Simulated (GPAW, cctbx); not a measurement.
# Zn4Se3S: deformation density and structure factors from DFT

Question: by how much does bonding change the structure factors of Zn4Se3S?

The cell is our own: ordered zincblende alloy in the eight-atom cube, 3 of 4 S sites given to Se. All numbers below are calculated.

## 1. Relax the structure

The density hangs on the geometry, so cell and atoms are relaxed first, with the symmetry held. The cutoff is set higher than for the density because stress converges slowly with plane waves.

Settings: GPAW 26.7.0, PBE, 650 eV, 4×4×4 k-points, Fermi–Dirac width 0.02 eV, BFGS to 0.02 eV/Å.

```text
cell
1.0
     5.667500000    0.000000000    0.000000000
     0.000000000    5.667500000    0.000000000
     0.000000000    0.000000000    5.667500000
Se Zn S
3 4 1
Direct
0.000000000 0.000000000 0.500000000
0.000000000 0.500000000 0.000000000
0.500000000 0.000000000 0.000000000
0.250000000 0.250000000 0.750000000
0.250000000 0.750000000 0.250000000
0.750000000 0.250000000 0.250000000
0.750000000 0.750000000 0.750000000
0.500000000 0.500000000 0.500000000
```

```console
$ OMP_NUM_THREADS=1 mpirun -n 4 gpaw python run.py > gpaw.log
```

```text
BFGS:    0      -25.135499        0.531595
BFGS:    1      -25.150753        0.472252
BFGS:    2      -25.205025        0.036107
BFGS:    3      -25.205342        0.028417
BFGS:    4      -25.205378        0.026997
BFGS:    5      -25.205674        0.001102
cell  5.6599 5.6599 5.6599  90.00 90.00 90.00
volume 181.311 A^3, largest force 0.000 eV/A, largest stress 0.01 GPa
```

After 5 steps the volume has changed by -0.4 % and the energy by -0.070 eV; the largest stress left is 0.01 GPa. It took 1.9 min on 4 cores of Arm Neoverse V2 (shared host), peak memory 1.1 GiB.

Relaxed structure: P-43m (no. 215), a = 5.6599 Å, b = 5.6599 Å, c = 5.6599 Å, α = 90.00°, β = 90.00°, γ = 90.00°.

| atom | mult. | x | y | z |
| --- | --- | --- | --- | --- |
| Se1 | 3 | 0 | 0 | 1/2 |
| Zn1 | 4 | 0.2566 | 0.2566 | 0.7435 |
| S1 | 1 | 1/2 | 1/2 | 1/2 |

## 2. Density and charge transfer

X-rays see the whole electron density, so the PAW density is rebuilt with its core regions. Subtracting spherical free atoms from the same code cancels the cores and leaves the deformation density Δρ, the part due to bonding.

Settings: PBE, 600 eV, 4×4×4 k-points, Fermi–Dirac width 0.02 eV; primitive cell of 8 atoms.

```console
$ OMP_NUM_THREADS=1 mpirun -n 4 gpaw python run.py > gpaw.log
```

```text
|iter:   1|       0s |  -26.178570 | +0.75 |       |
|iter:   2|       1s |  -26.032626 | -0.38 | -1.21 |
|iter:   3|       2s |  -25.214937 | -0.73 | -1.27 |
...
|iter:  11|      11s |  -25.203171c| -6.18 | -5.29c|
|iter:  12|      12s |  -25.203171c| -6.84 | -5.94c|
|iter:  13|      13s |  -25.203171c| -7.77c| -6.39c|
```

```text
grid (64, 64, 64)  electrons 238.000  moved by bonding 1.629 e
deformation density beyond 0.5 A of the nuclei: max 0.127, min -0.077 e/A^3
atom        x       y       z   Voronoi charge  moment
Se1    0.0000  0.0000  0.5000     -0.243       0.00
Se2    0.0000  0.5000  0.0000     -0.243       0.00
Se3    0.5000  0.0000  0.0000     -0.243       0.00
Zn4    0.2565  0.2565  0.7435      0.253       0.00
Zn5    0.2565  0.7435  0.2565      0.253       0.00
Zn6    0.7435  0.2565  0.2565      0.253       0.00
Zn7    0.7435  0.7435  0.7435      0.253       0.00
S 8    0.5000  0.5000  0.5000     -0.284       0.00
mean inner potential of superposed free atoms 13.253 V
total magnetic moment 0.000 muB
```

Deformation density in a plane through the shortest contact of the Zn atom at the origin, in 0.01 e/Å³ (clipped at ±99); x from -1.6 to 4.0 Å, y from 2.4 down to -2.4 Å:

```text
  6   .   .   .  -3  -1  -1  -1  -1  -1  -1  -1  -1  -1  -1  -1
  5  -2   .  -2  -1   0   0  -1  -1  -1  -1  -1  -1  -1  -1  -1
  3   1   4   8   6   2   0  -1  -1  -1   0   0   0   0  -1  -1
  2   4   8  10   6   1  -1  -1   0   0   0   1   2   1   0  -1
  0   1   3   0  -4  -5  -4   0   2   1  -3   0   3   2   0   0
 -1  -2  -4  -6   .  -3  -6   2   8   4  -6   .  -1   0   0   0
 -1  -3  -5  -3   .   .  -8   3  12   9   .   .  -7  -2   0  -1
 -1  -2  -5  -5   .  -2  -6   2   8   5  -2   .   3   2   0   0
 -1  -1  -2  -5  -5  -5  -4   0   3   3   5  11  11   6   1  -1
 -1   0  -1  -1  -2  -3  -2  -1   0   2   4   8   6   1  -2  -1
 -1  -1   0  -1  -1  -1  -1  -1  -1   0   0  -3  -7  -7  -6  -3
 -1  -1  -1  -1  -1  -1  -1  -1  -1  -2  -3  -5   .   .  -3  -4
 -1  -1  -1  -1  -1  -1  -1  -1  -1  -2  -4  -4   .   .   0  -4
```

Atoms in or within 0.15 Å of the plane: Se (-0.9, 2.3), Zn (0.0, 0.0), Zn (3.2, -2.2), S (2.4, 0.0) Å. Dots mark points within about 0.45 Å of a nucleus; large values next to them are atomic features.

S gains most (-0.28 e) and Zn loses most (+0.25 e), as electronegativity suggests. Such charges fall far short of formal ones, since overlapping free atoms already put density on their neighbours. Along the shortest contact from the Zn atom at the map's origin, Zn–S at 2.39 Å, Δρ is +0.09 e/Å³ at the midpoint and highest, +0.13, 1.48 Å from Zn (points within 0.5 Å of a nucleus left out): a bond charge, the mark of covalency, pulled towards S. At the midpoints of other shortest contacts it is +0.09 (Se–Zn, 2.47 Å) e/Å³. Point values carry grid noise of about 0.01 e/Å³. The run needed 13 iterations, 19 s.

## 3. From the density to structure factors

The Fourier components of Δρ, added to those of the free atoms, give the static X-ray structure factors; the Mott–Bethe relation turns them into the Fourier components V of the potential that fast electrons feel.

```text
static structure factors of the conventional cell: F in electrons, V (Mott-Bethe) in volts
   h  k  l      d  |F| table  |F| free   |F| DFT   change   |V| free  |V| DFT  change %
   0  1  0  5.6599    12.761    12.749    12.781    0.032     0.254    0.228    -10.3
   0  1  1  4.0022    16.765    16.761    16.727   -0.035     0.419    0.433      3.4
   1  1  1  3.2677   143.816   143.826   144.109    0.283     6.571    6.482     -1.4
   0  2  0  2.8300     4.538     4.293     3.650   -0.644     0.547    0.416    -23.8
   0  2  1  2.5312    19.878    19.867    19.808   -0.058     0.495    0.504      1.9
   1  2  1  2.3106    17.571    17.550    17.492   -0.058     0.436    0.445      1.9
   0  2  2  2.0011   174.315   173.803   173.489   -0.314     6.416    6.448      0.5
   1  2  2  1.8866    11.264    11.254    11.250   -0.004     0.168    0.169      0.3
   0  3  0  1.8866    25.653    25.552    25.527   -0.025     0.650    0.652      0.3
   0  3  1  1.7898    15.039    14.997    14.987   -0.010     0.292    0.293      0.3
   1  3  1  1.7065   115.157   114.707   114.327   -0.380     3.888    3.917      0.7
   2  2  2  1.6339     2.986     2.538     2.885    0.347     0.118    0.142     20.4
   0  3  2  1.5698     4.079     4.094     4.094    0.001     0.051    0.051      0.1
   1  3  2  1.5127    14.797    14.737    14.756    0.018     0.309    0.308     -0.3
```

The largest X-ray change is -0.64 e on 020, 15.0 % of |F|. For electrons V goes as (Z − F)/g², so a change of F counts against Z − F, which is small at low angle and wherever the atoms' terms cancel: |V| of 020 moves by -23.8 % (0.55 to 0.42 V) against -15.0 % in |F|. The last three rows still change by up to 0.35 e; the table stops while the angles are still low. The tabulated Hartree–Fock atoms differ from the free DFT atoms by up to 0.51 e, so the choice of reference atom matters too.

## 4. Answer

Bonding moves 1.63 e in the primitive cell of Zn4Se3S and changes the structure factors of the conventional cell in the table above by at most 0.64 e (020, 15.0 %). The shortest bond, Zn–S, has Δρ = +0.09 e/Å³ at its midpoint, a covalent bond charge. Limits: static density, frozen cores, no spin–orbit coupling.

[Outputs are excerpts: Python notices, other lines and further rows are left out; steps that failed or that the build refused (PBEsol, TPSS) are not shown.]

[Logs are printed without paths, hosts, clocks, repeated set-up lines and the standing remarks that a program may print on its own settings, such as how far it seeks lower states.]
